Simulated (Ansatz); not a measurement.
# How Sc(0001) screens a field

Wanted: the response of a Sc(0001) slab to a perpendicular field.

Method: plane-wave DFT, PBE, Ansatz PAW, in Ansatz 0.2.0.

## 1. Set-up

The cell holds 6 atoms: 6 Sc. Cell: a = 3.310 Å, b = 3.310 Å, c = 31.190 Å, α = 90.0°, β = 90.0°, γ = 60.0°. Vacuum lies along c.

Coordinates:

```cif
data_structure
_symmetry_space_group_name_H-M 'P 1'
_symmetry_Int_Tables_number 1
_cell_length_a 3.3100
_cell_length_b 3.3100
_cell_length_c 31.1903
_cell_angle_alpha 90.000
_cell_angle_beta 90.000
_cell_angle_gamma 60.000
_cell_volume 295.94
loop_
_atom_site_label
_atom_site_type_symbol
_atom_site_fract_x
_atom_site_fract_y
_atom_site_fract_z
_atom_site_occupancy
Sc1 Sc 0.66667 0.66667 0.28855 1
Sc2 Sc 0.00000 0.00000 0.37313 1
Sc3 Sc 0.66667 0.66667 0.45771 1
Sc4 Sc 0.00000 0.00000 0.54229 1
Sc5 Sc 0.66667 0.66667 0.62687 1
Sc6 Sc 0.00000 0.00000 0.71145 1
```

## 2. Single point, field 0

A sawtooth potential applies the field, turning back in the middle of the vacuum. With the dipole correction the typed value is the field outside the slab. The induced dipole is small, so the SCF threshold is tight.

The input, input.yaml:

```yaml
crystal:
  lattice:
    - [3.31, 0.0, 0.0]
    - [1.655, 2.8665440865, 0.0]
    - [0.0, 0.0, 31.19035]
  atoms:
    - { symbol: Sc, position: [0.6666666667, 0.6666666667, 0.2885507857] }
    - { symbol: Sc, position: [0.0, 0.0, 0.3731304714] }
    - { symbol: Sc, position: [0.6666666667, 0.6666666667, 0.4577101571] }
    - { symbol: Sc, position: [0.0, 0.0, 0.5422898429] }
    - { symbol: Sc, position: [0.6666666667, 0.6666666667, 0.6268695286] }
    - { symbol: Sc, position: [0.0, 0.0, 0.7114492143] }
kpoints:
  mp_grid: { grid: [18, 18, 1] }
hamiltonian:
  xc: pbe
scf:
  occupations: { method: fermi_dirac, width: 0.1 }
  convergence: { dr2_threshold: 1.0e-10 }
efield:
  axis: 3
  dipole_correction: true
  ramp_position: 0.97
  ramp_width: 0.06
  amplitude: 0
output:
  forces: true
  write_potential: true
  write_density: true
  volumetric_format: npy
```

Run with:

```console
ansatz run input.yaml --threads 2 --pin off --max-ram 3072MiB --backend cpu --events-out ev --progress --plain --runs-dir out
```

Numbers of over 12 decimals in the logs are rounded to 6 here.

The program printed:

```text
Engine: ansatz 0.2.0, aarch64-unknown-linux-gnu
Pseudopotentials: kind: paw
Pseudopotential: Sc, paw, valence charge 11, recommended cutoff 420 eV (normal), Sc.paw.azcp
Functional definition: PBE
  parameter kappa = 0.804
  parameter beta = 0.066725
  exchange = pbe_x(kappa = kappa, mu = beta*pi^2/3)
  correlation = pbe_c(beta = beta)
Crystal: 6 atoms, lattice volume = 295.942 Å³
Basis set: ecut = 420 eV, 5877 PW (Γ), exchange–correlation on 48×48×432 points (8 copies of the dense FFT grid, shifted against one another)
Bands: 40, of which v1, the nominal top of the filled ones, is band 33 counted from 1 (32 counted from 0)
Symmetry: 6 space group operations
k-points: 37 of 324 (time reversal used)
Non-local potential: Sc, projectors of the file, l = 0: 3, l = 1: 2, l = 2: 3, l = 3: 1
PAW form: soft (Blöchl's): semilocal exchange-correlation on the pseudo side does not see the compensation charge
PAW one-centre angular grid: Sc, 590 points (default); XC on 64 Gauss nodes
Initial density: superposition of atomic densities (neutral atoms: chi_scale 0, normalization atom), corrected by the library's trained network
Initial wavefunctions: pseudopotential atomic-orbital guess
Functional: x = pbe(κ = 0.804, μ = 0.219515), c = pbe(β = 0.066725)
SCF iter   1: F=—  HF=-12813.547893 eV  |F-HF|=—  |Δ(HF+E_count)|=         —  Δρ=2.43e-3  dr2=1.07e-1  ethr=1.77e-3  p=0.000 e·Å  D=1.37e-13 V/Å  ΔV_dip=-0.00 eV  dr2_dipole=1.64e-7  V_vac-E_F(+/−)=3.51/3.51 eV  ⟨swp⟩=7.7  Hψ=14737  notcnv=0
efield: sawtooth ramp at fractional position 0.9700 (set: `efield.ramp_position`, or a place that a band, a saddle search or an elastic batch's reference lends), width 0.0600; the density the first Hamiltonian is built on has a dipole p = 0.000 e·Å; the dipole correction subtracts the counter field D = 1.37e-13 V/Å, which shifts the + side's vacuum level by -0.00 eV against the − side's; the planar-averaged density in the ramp window peaks in size at 2.8e-5 e/Å³
automatic band count: the SCF goes on with 47 bands, as 40 were too few: the levels above may hold too much charge
preconditioner: auto → LDOS  [metal: Δε(μ)=0.001 eV  Ē_g=2.459 eV  σ=0.100 eV  W_gap=0.00  n_scr=20 (ndim 8)  ℏωp=9.2 eV  f_vac=0.438  D(μ)=13.91/eV (n_scr^D=142)  β→1.0]
SCF iter   2: F=—  HF=-12813.546844 eV  |F-HF|=—  |Δ(HF+E_count)|=   1.05e-3  Δρ=1.05e-3  dr2=6.10e-3  ethr=1.62e-4  p=-0.000 e·Å  D=-1.04e-5 V/Å  ΔV_dip=0.00 eV  dr2_dipole=8.92e-8  V_vac-E_F(+/−)=3.59/3.59 eV  ⟨swp⟩=1.7  Hψ=2089  notcnv=0
SCF iter   3: F=—  HF=-12813.546829 eV  |F-HF|=—  |Δ(HF+E_count)|=   1.53e-5  Δρ=2.85e-4  dr2=4.49e-4  ethr=9.24e-6  p=-0.000 e·Å  D=-8.49e-7 V/Å  ΔV_dip=0.00 eV  dr2_dipole=6.41e-8  V_vac-E_F(+/−)=3.61/3.61 eV  ⟨swp⟩=2.3  Hψ=2606  notcnv=0
SCF iter   4: F=—  HF=-12813.546851 eV  |F-HF|=—  |Δ(HF+E_count)|=   2.24e-5  Δρ=1.87e-4  dr2=1.81e-4  ethr=6.81e-7  p=-0.000 e·Å  D=-1.64e-6 V/Å  ΔV_dip=0.00 eV  dr2_dipole=4.86e-9  V_vac-E_F(+/−)=3.63/3.63 eV  ⟨swp⟩=2.1  Hψ=2813  notcnv=0
SCF iter   5: F=—  HF=-12813.546824 eV  |F-HF|=—  |Δ(HF+E_count)|=   2.72e-5  Δρ=3.94e-5  dr2=1.22e-5  ethr=2.74e-7  p=0.000 e·Å  D=1.39e-8 V/Å  ΔV_dip=-0.00 eV  dr2_dipole=1.46e-9  V_vac-E_F(+/−)=3.64/3.64 eV  ⟨swp⟩=2.0  Hψ=2737  notcnv=0
SCF iter   6: F=—  HF=-12813.546849 eV  |F-HF|=—  |Δ(HF+E_count)|=   2.51e-5  Δρ=1.35e-5  dr2=2.18e-6  ethr=1.84e-8  p=0.000 e·Å  D=1.11e-7 V/Å  ΔV_dip=-0.00 eV  dr2_dipole=1.96e-14  V_vac-E_F(+/−)=3.64/3.64 eV  ⟨swp⟩=2.1  Hψ=2442  notcnv=0
SCF iter   7: F=—  HF=-12813.546837 eV  |F-HF|=—  |Δ(HF+E_count)|=   1.24e-5  Δρ=7.93e-6  dr2=8.39e-7  ethr=3.30e-9  p=0.000 e·Å  D=7.09e-8 V/Å  ΔV_dip=-0.00 eV  dr2_dipole=2.41e-10  V_vac-E_F(+/−)=3.65/3.65 eV  ⟨swp⟩=2.2  Hψ=2342  notcnv=0
SCF iter   8: F=—  HF=-12813.546837 eV  |F-HF|=—  |Δ(HF+E_count)|=   1.26e-8  Δρ=2.87e-6  dr2=7.88e-8  ethr=1.27e-9  p=0.000 e·Å  D=4.66e-8 V/Å  ΔV_dip=-0.00 eV  dr2_dipole=7.26e-13  V_vac-E_F(+/−)=3.65/3.65 eV  ⟨swp⟩=2.1  Hψ=2368  notcnv=0
SCF iter   9: F=—  HF=-12813.546837 eV  |F-HF|=—  |Δ(HF+E_count)|=   8.89e-9  Δρ=7.80e-7  dr2=6.91e-9  ethr=1.19e-10  p=0.000 e·Å  D=2.62e-8 V/Å  ΔV_dip=-0.00 eV  dr2_dipole=2.40e-12  V_vac-E_F(+/−)=3.65/3.65 eV  ⟨swp⟩=2.3  Hψ=2425  notcnv=0
SCF iter  10: F=—  HF=-12813.546837 eV  |F-HF|=—  |Δ(HF+E_count)|=   3.95e-9  Δρ=2.63e-7  dr2=3.10e-10  ethr=1.05e-11  p=0.000 e·Å  D=7.44e-9 V/Å  ΔV_dip=-0.00 eV  dr2_dipole=7.87e-14  V_vac-E_F(+/−)=3.65/3.65 eV  ⟨swp⟩=2.5  Hψ=2390  notcnv=0
SCF iter  11: F=-12813.546837 eV  HF=-12813.546837 eV  |F-HF|=7.28e-12  |Δ(HF+E_count)|=  3.89e-10  Δρ=8.45e-8  dr2=1.93e-11  ethr=1.00e-12  p=0.000 e·Å  D=7.48e-9 V/Å  ΔV_dip=-0.00 eV  dr2_dipole=2.85e-13  V_vac-E_F(+/−)=3.65/3.65 eV  ⟨swp⟩=15.2  Hψ=8468  notcnv=0
SCF 1 converged in 11 iterations: F = -12813.546837 eV  dr2 = 1.93e-11
  greatest PAW one-centre occupation: 0.998 electrons in one spin orbital (limit 2), on the Sc atom at site 3 (counted from 0), in its partial waves of l = 0
WARN: The output density's exchange-correlation potential varies sharply where the density is thin. Do not read a vacuum level from v_tot or v_xc, or from such a field of the output density. On a cell that repeats whose density bears no net charge and no dipole along the vacuum's axis use v_es (v_loc + v_h of the components); under efield.dipole_correction with no amplitude use v_es + v_field, which holds any externa [...]
SCF converged after 11 iterations
Free energy (F): -12813.546837 eV
Harris-Foulkes:  -12813.546837 eV  (|F-HF|=7.28e-12)
Internal energy: -12813.094199 eV  (E = F + TS)
E sigma→0 (E₀):  -12813.320518 eV
Entropy (-TS):   -0.452638 eV (-75.440 meV/atom)
Fermi energy:    2.949410 eV
Dipole field:    D = 0.000001 V/Å  (p = 0.000001 e·Å, saw-weighted, corrected)
Work function:   Φ+ = 3.6465 eV   Φ− = 3.6465 eV
Levels:          The Fermi level and band energies are counted from a zero that moves with the ramp; work functions are not
--- Per-component energies (eV) ---
  E_band       = -1436.250307
  E_kinetic    = 1557.728072
  E_local      = -58570.466367  (includes V_loc(G=0)·N_el)
  E_nonlocal   = 500.234362
  E_hartree    = 28270.734034
  E_xc         = -621.613498
  E_vxc        = -768.995186  (∫ρ·V_xc dr)
  E_paw        = -5732.853417  (= ΣΔE_a)
  E_vpaw       = -696.219294  (= ΣTr[D̂ρ^β])
  E_aug_tail   = 0.000065  (compensation charges beyond the density's cutoff)
  E_efield     = 0.000000  (sawtooth field / dipole correction)
  E_vefield    = 0.000000  (∫n·V_field dr)
  E_ewald      = 21783.142550
  E_smearing   = -0.452638  (= −TS)
  E_closure    = -0.000000  (closes the sum)
  Σ components = -12813.546837   (vs F -12813.546837, Δ=0.00e0)
--- Forces (eV/Å), atoms counted from 1 ---
  atom   1  Sc     0.00000000     0.00000000     0.24726764
  atom   2  Sc    -0.00000000    -0.00000000    -0.18205703
  atom   3  Sc    -0.00000000     0.00000000     0.02280994
  atom   4  Sc     0.00000000    -0.00000000    -0.02280994
  atom   5  Sc     0.00000000     0.00000000     0.18205685
  atom   6  Sc    -0.00000000    -0.00000000    -0.24726755
  max |Σ_I F_I| component: 7.89e-8 eV/Å
--- Band table (eV; the first three rows and the last of 37) ---
  k-point 0: bands = [... 29 lower, 1.0723, 3.0385, 3.0460, 3.3628, 3.5194, 3.8549, 4.2485, 4.3185, ... 10 higher]
  k-point 1: bands = [... 29 lower, 1.1308, 3.0440, 3.0539, 3.3170, 3.4924, 3.8410, 4.2001, 4.2540, ... 10 higher]
  k-point 2: bands = [... 29 lower, 1.2998, 3.0424, 3.0577, 3.2049, 3.4325, 3.8105, 4.0588, 4.0783, ... 10 higher]
  k-point 36: bands = [... 29 lower, 2.5409, 2.5409, 2.5444, 2.5487, 2.9231, 2.9231, 3.2660, 3.2660, ... 10 higher]
```

The job ended after 37 s (2 threads of Arm Neoverse V1, shared host; peak memory 0.71 GiB; 74 s of CPU time).

In the SCF lines HF is the Harris–Foulkes energy and dr2 the Hartree energy of the density residual, in eV; the loop may stop once dr2 is under the threshold and the program's other checks hold. Hψ counts applications of the Hamiltonian.

This step gave:

- energy at zero smearing: -12813.3205 eV
- work function, upper face: 3.646 eV
- dipole along the normal: 9.78e-7 e·Å

Running mean over 2.63807 Å of the planar mean; the ramp of the sawtooth is left out. Electron's electrostatic potential energy less the Fermi level against z:

| z (Å) | electron's electrostatic potential energy less the Fermi level (eV) |
| --- | --- |
| 3.5 | 3.65 |
| 4.0 | 3.64 |
| 4.5 | 3.63 |
| 5.0 | 3.61 |
| 5.5 | 3.55 |
| 6.0 | 3.38 |
| 6.5 | 2.96 |
| 7.0 | 1.88 |
| 7.5 | -0.466 |
| 8.0 | -3.48 |
| 8.5 | -5.18 |
| 9.0 | -5.55 |
| 9.5 | -5.42 |
| 10.0 | -5.26 |
| 10.5 | -5.17 |
| 11.0 | -5.16 |
| 11.5 | -5.18 |
| 12.0 | -5.20 |
| 12.5 | -5.22 |
| 13.0 | -5.24 |
| 13.5 | -5.24 |
| 14.0 | -5.24 |
| 14.5 | -5.24 |
| 15.0 | -5.24 |
| 15.5 | -5.24 |
| 16.0 | -5.24 |
| 16.5 | -5.24 |
| 17.0 | -5.24 |
| 17.5 | -5.24 |
| 18.0 | -5.24 |
| 18.5 | -5.23 |
| 19.0 | -5.21 |
| 19.5 | -5.19 |
| 20.0 | -5.16 |
| 20.5 | -5.16 |
| 21.0 | -5.22 |
| 21.5 | -5.35 |
| 22.0 | -5.53 |
| 22.5 | -5.43 |
| 23.0 | -4.33 |
| 23.5 | -1.66 |
| 24.0 | 1.17 |
| 24.5 | 2.66 |
| 25.0 | 3.27 |
| 25.5 | 3.51 |
| 26.0 | 3.60 |
| 26.5 | 3.63 |
| 27.0 | 3.64 |
| 27.5 | 3.64 |
| 28.0 | 3.65 |

Force by atom:

| atom | x (eV/Å) | y (eV/Å) | z (eV/Å) | size |
| --- | --- | --- | --- | --- |
| Sc1 | 0.000 | 0.000 | 0.247 | 0.247 |
| Sc2 | 0.000 | 0.000 | -0.182 | 0.182 |
| Sc3 | 0.000 | 0.000 | 0.023 | 0.023 |
| Sc4 | 0.000 | 0.000 | -0.023 | 0.023 |
| Sc5 | 0.000 | 0.000 | 0.182 | 0.182 |
| Sc6 | 0.000 | 0.000 | -0.247 | 0.247 |

The work function of the upper face is 3.65 eV.

## 3. Single point, field 0.05 V/Å

input.yaml, as its differences from that of step 2:

```diff
@@ -24,3 +24,3 @@
   ramp_width: 0.06
-  amplitude: 0
+  amplitude: 0.05
 output:
```

The program printed:

```text
[...]
Crystal: 6 atoms, lattice volume = 295.942 Å³
Basis set: ecut = 420 eV, 5877 PW (Γ), exchange–correlation on 48×48×432 points (8 copies of the dense FFT grid, shifted against one another)
Bands: 40, of which v1, the nominal top of the filled ones, is band 33 counted from 1 (32 counted from 0)
Symmetry: 6 space group operations
k-points: 37 of 324 (time reversal used)
[...]
k-point 0: bands = [... 29 lower, 1.0719, 3.0312, 3.0527, 3.3625, 3.5191, 3.8545, 4.2482, 4.3181, ... 10 higher]
  k-point 1: bands = [... 29 lower, 1.1305, 3.0381, 3.0593, 3.3167, 3.4921, 3.8406, 4.1998, 4.2536, ... 10 higher]
  k-point 2: bands = [... 29 lower, 1.2995, 3.0393, 3.0601, 3.2046, 3.4322, 3.8102, 4.0584, 4.0780, ... 10 higher]
  k-point 36: bands = [... 29 lower, 2.5404, 2.5407, 2.5441, 2.5484, 2.9226, 2.9231, 3.2653, 3.2661, ... 10 higher]
[key lines of the parts left out:]
SCF converged after 15 iterations
Free energy (F): -12813.548043 eV
Fermi energy:    2.949075 eV
Dipole field:    D = 0.029499 V/Å  (p = 0.048245 e·Å, saw-weighted, corrected)
```

Run time: 47 s. Hardware: 2 threads; peak memory 0.7 GiB; 94 s of CPU time.

The dipole is 0.0482 e·Å.

## 4. Single point, field -0.05 V/Å

input.yaml, as its differences from that of step 3:

```diff
@@ -24,3 +24,3 @@
   ramp_width: 0.06
-  amplitude: 0.05
+  amplitude: -0.05
 output:
```

The program printed:

```text
[...]
Crystal: 6 atoms, lattice volume = 295.942 Å³
Basis set: ecut = 420 eV, 5877 PW (Γ), exchange–correlation on 48×48×432 points (8 copies of the dense FFT grid, shifted against one another)
Bands: 40, of which v1, the nominal top of the filled ones, is band 33 counted from 1 (32 counted from 0)
Symmetry: 6 space group operations
k-points: 37 of 324 (time reversal used)
[...]
k-point 0: bands = [... 29 lower, 1.0719, 3.0312, 3.0527, 3.3625, 3.5191, 3.8545, 4.2482, 4.3181, ... 10 higher]
  k-point 1: bands = [... 29 lower, 1.1305, 3.0381, 3.0593, 3.3167, 3.4921, 3.8406, 4.1998, 4.2536, ... 10 higher]
  k-point 2: bands = [... 29 lower, 1.2995, 3.0393, 3.0601, 3.2046, 3.4322, 3.8102, 4.0584, 4.0780, ... 10 higher]
  k-point 36: bands = [... 29 lower, 2.5404, 2.5407, 2.5441, 2.5484, 2.9226, 2.9231, 3.2653, 3.2661, ... 10 higher]
[key lines of the parts left out:]
SCF converged after 15 iterations
Free energy (F): -12813.548043 eV
Fermi energy:    2.949075 eV
Dipole field:    D = -0.029499 V/Å  (p = -0.048245 e·Å, saw-weighted, corrected)
```

Elapsed: 48 s, on 2 threads; peak memory 0.7 GiB; 96 s of CPU time.

The dipole is -0.0482 e·Å.

## 5. Single point, field 0.1 V/Å

input.yaml, as its differences from that of step 4:

```diff
@@ -24,3 +24,3 @@
   ramp_width: 0.06
-  amplitude: -0.05
+  amplitude: 0.1
 output:
```

The program printed:

```text
[...]
Crystal: 6 atoms, lattice volume = 295.942 Å³
Basis set: ecut = 420 eV, 5877 PW (Γ), exchange–correlation on 48×48×432 points (8 copies of the dense FFT grid, shifted against one another)
Bands: 40, of which v1, the nominal top of the filled ones, is band 33 counted from 1 (32 counted from 0)
Symmetry: 6 space group operations
k-points: 37 of 324 (time reversal used)
[...]
k-point 0: bands = [... 29 lower, 1.0710, 3.0206, 3.0615, 3.3615, 3.5181, 3.8535, 4.2472, 4.3170, ... 10 higher]
  k-point 1: bands = [... 29 lower, 1.1295, 3.0284, 3.0671, 3.3157, 3.4911, 3.8396, 4.1987, 4.2526, ... 10 higher]
  k-point 2: bands = [... 29 lower, 1.2985, 3.0327, 3.0647, 3.2037, 3.4312, 3.8092, 4.0573, 4.0771, ... 10 higher]
  k-point 36: bands = [... 29 lower, 2.5393, 2.5399, 2.5431, 2.5474, 2.9213, 2.9223, 3.2638, 3.2656, ... 10 higher]
[key lines of the parts left out:]
SCF converged after 15 iterations
Free energy (F): -12813.551662 eV
Fermi energy:    2.948072 eV
Dipole field:    D = 0.059001 V/Å  (p = 0.096495 e·Å, saw-weighted, corrected)
```

It took 48 s on 2 threads; peak memory 0.7 GiB; 96 s of CPU time.

The dipole is 0.0965 e·Å.

## 6. Atoms held, field -0.1 V/Å

input.yaml, as its differences from that of step 5:

```diff
@@ -24,3 +24,3 @@
   ramp_width: 0.06
-  amplitude: 0.1
+  amplitude: -0.1
 output:
```

The program printed:

```text
[...]
Crystal: 6 atoms, lattice volume = 295.942 Å³
Basis set: ecut = 420 eV, 5877 PW (Γ), exchange–correlation on 48×48×432 points (8 copies of the dense FFT grid, shifted against one another)
Bands: 40, of which v1, the nominal top of the filled ones, is band 33 counted from 1 (32 counted from 0)
Symmetry: 6 space group operations
k-points: 37 of 324 (time reversal used)
[...]
k-point 0: bands = [... 29 lower, 1.0710, 3.0206, 3.0615, 3.3615, 3.5181, 3.8535, 4.2472, 4.3170, ... 10 higher]
  k-point 1: bands = [... 29 lower, 1.1295, 3.0284, 3.0671, 3.3157, 3.4911, 3.8396, 4.1987, 4.2526, ... 10 higher]
  k-point 2: bands = [... 29 lower, 1.2985, 3.0327, 3.0647, 3.2037, 3.4313, 3.8092, 4.0573, 4.0771, ... 10 higher]
  k-point 36: bands = [... 29 lower, 2.5393, 2.5399, 2.5431, 2.5474, 2.9213, 2.9223, 3.2638, 3.2656, ... 10 higher]
[key lines of the parts left out:]
SCF converged after 16 iterations
Free energy (F): -12813.551662 eV
Fermi energy:    2.948073 eV
Dipole field:    D = -0.059004 V/Å  (p = -0.096500 e·Å, saw-weighted, corrected)
```

Wall time 48 s (2 threads); peak memory 0.7 GiB; 96 s of CPU time.

The dipole is -0.0965 e·Å.

## 7. Single point, field 0.2 V/Å

input.yaml, as its differences from that of step 6:

```diff
@@ -24,3 +24,3 @@
   ramp_width: 0.06
-  amplitude: -0.1
+  amplitude: 0.2
 output:
```

The program printed:

```text
[...]
Crystal: 6 atoms, lattice volume = 295.942 Å³
Basis set: ecut = 420 eV, 5877 PW (Γ), exchange–correlation on 48×48×432 points (8 copies of the dense FFT grid, shifted against one another)
Bands: 40, of which v1, the nominal top of the filled ones, is band 33 counted from 1 (32 counted from 0)
Symmetry: 6 space group operations
k-points: 37 of 324 (time reversal used)
[...]
k-point 0: bands = [... 29 lower, 1.0670, 2.9971, 3.0778, 3.3574, 3.5141, 3.8495, 4.2431, 4.3123, ... 10 higher]
  k-point 1: bands = [... 29 lower, 1.1255, 3.0063, 3.0819, 3.3116, 3.4871, 3.8356, 4.1946, 4.2485, ... 10 higher]
  k-point 2: bands = [... 29 lower, 1.2945, 3.0156, 3.0739, 3.2000, 3.4275, 3.8052, 4.0530, 4.0732, ... 10 higher]
  k-point 36: bands = [... 29 lower, 2.5350, 2.5362, 2.5390, 2.5434, 2.9168, 2.9189, 3.2590, 3.2624, ... 10 higher]
[key lines of the parts left out:]
SCF converged after 16 iterations
Free energy (F): -12813.566140 eV
Fermi energy:    2.944040 eV
Dipole field:    D = 0.118045 V/Å  (p = 0.193061 e·Å, saw-weighted, corrected)
```

Run time: 47 s. Hardware: 2 threads; peak memory 0.7 GiB; 94 s of CPU time.

The dipole is 0.193 e·Å.

## 8. Single point, field -0.2 V/Å

input.yaml, as its differences from that of step 7:

```diff
@@ -24,3 +24,3 @@
   ramp_width: 0.06
-  amplitude: 0.2
+  amplitude: -0.2
 output:
```

The program printed:

```text
[...]
Crystal: 6 atoms, lattice volume = 295.942 Å³
Basis set: ecut = 420 eV, 5877 PW (Γ), exchange–correlation on 48×48×432 points (8 copies of the dense FFT grid, shifted against one another)
Bands: 40, of which v1, the nominal top of the filled ones, is band 33 counted from 1 (32 counted from 0)
Symmetry: 6 space group operations
k-points: 37 of 324 (time reversal used)
[...]
k-point 0: bands = [... 29 lower, 1.0670, 2.9971, 3.0778, 3.3574, 3.5141, 3.8495, 4.2431, 4.3123, ... 10 higher]
  k-point 1: bands = [... 29 lower, 1.1255, 3.0063, 3.0819, 3.3116, 3.4871, 3.8356, 4.1946, 4.2485, ... 10 higher]
  k-point 2: bands = [... 29 lower, 1.2945, 3.0156, 3.0739, 3.2000, 3.4275, 3.8052, 4.0530, 4.0732, ... 10 higher]
  k-point 36: bands = [... 29 lower, 2.5350, 2.5362, 2.5390, 2.5434, 2.9168, 2.9189, 3.2590, 3.2624, ... 10 higher]
[key lines of the parts left out:]
SCF converged after 16 iterations
Free energy (F): -12813.566140 eV
Fermi energy:    2.944040 eV
Dipole field:    D = -0.118045 V/Å  (p = -0.193061 e·Å, saw-weighted, corrected)
```

It took 47 s on 2 threads; peak memory 0.7 GiB.

The dipole is -0.193 e·Å.

[end of part 1 of 2]

[Logs are printed without paths, hosts, clocks, repeated set-up lines and the standing remarks that a program may print on its own settings, such as how far it seeks lower states.]

[Hosts, paths, dates, database ids (printed as entryN), source tags and the programs' standing remarks are cut or masked in the printed files.]

[Maps of the electrostatic potential energy from Ansatz leave out the sawtooth potential of an applied field or a dipole correction, so their vacuum need not be flat; planar profiles and work functions include it.]
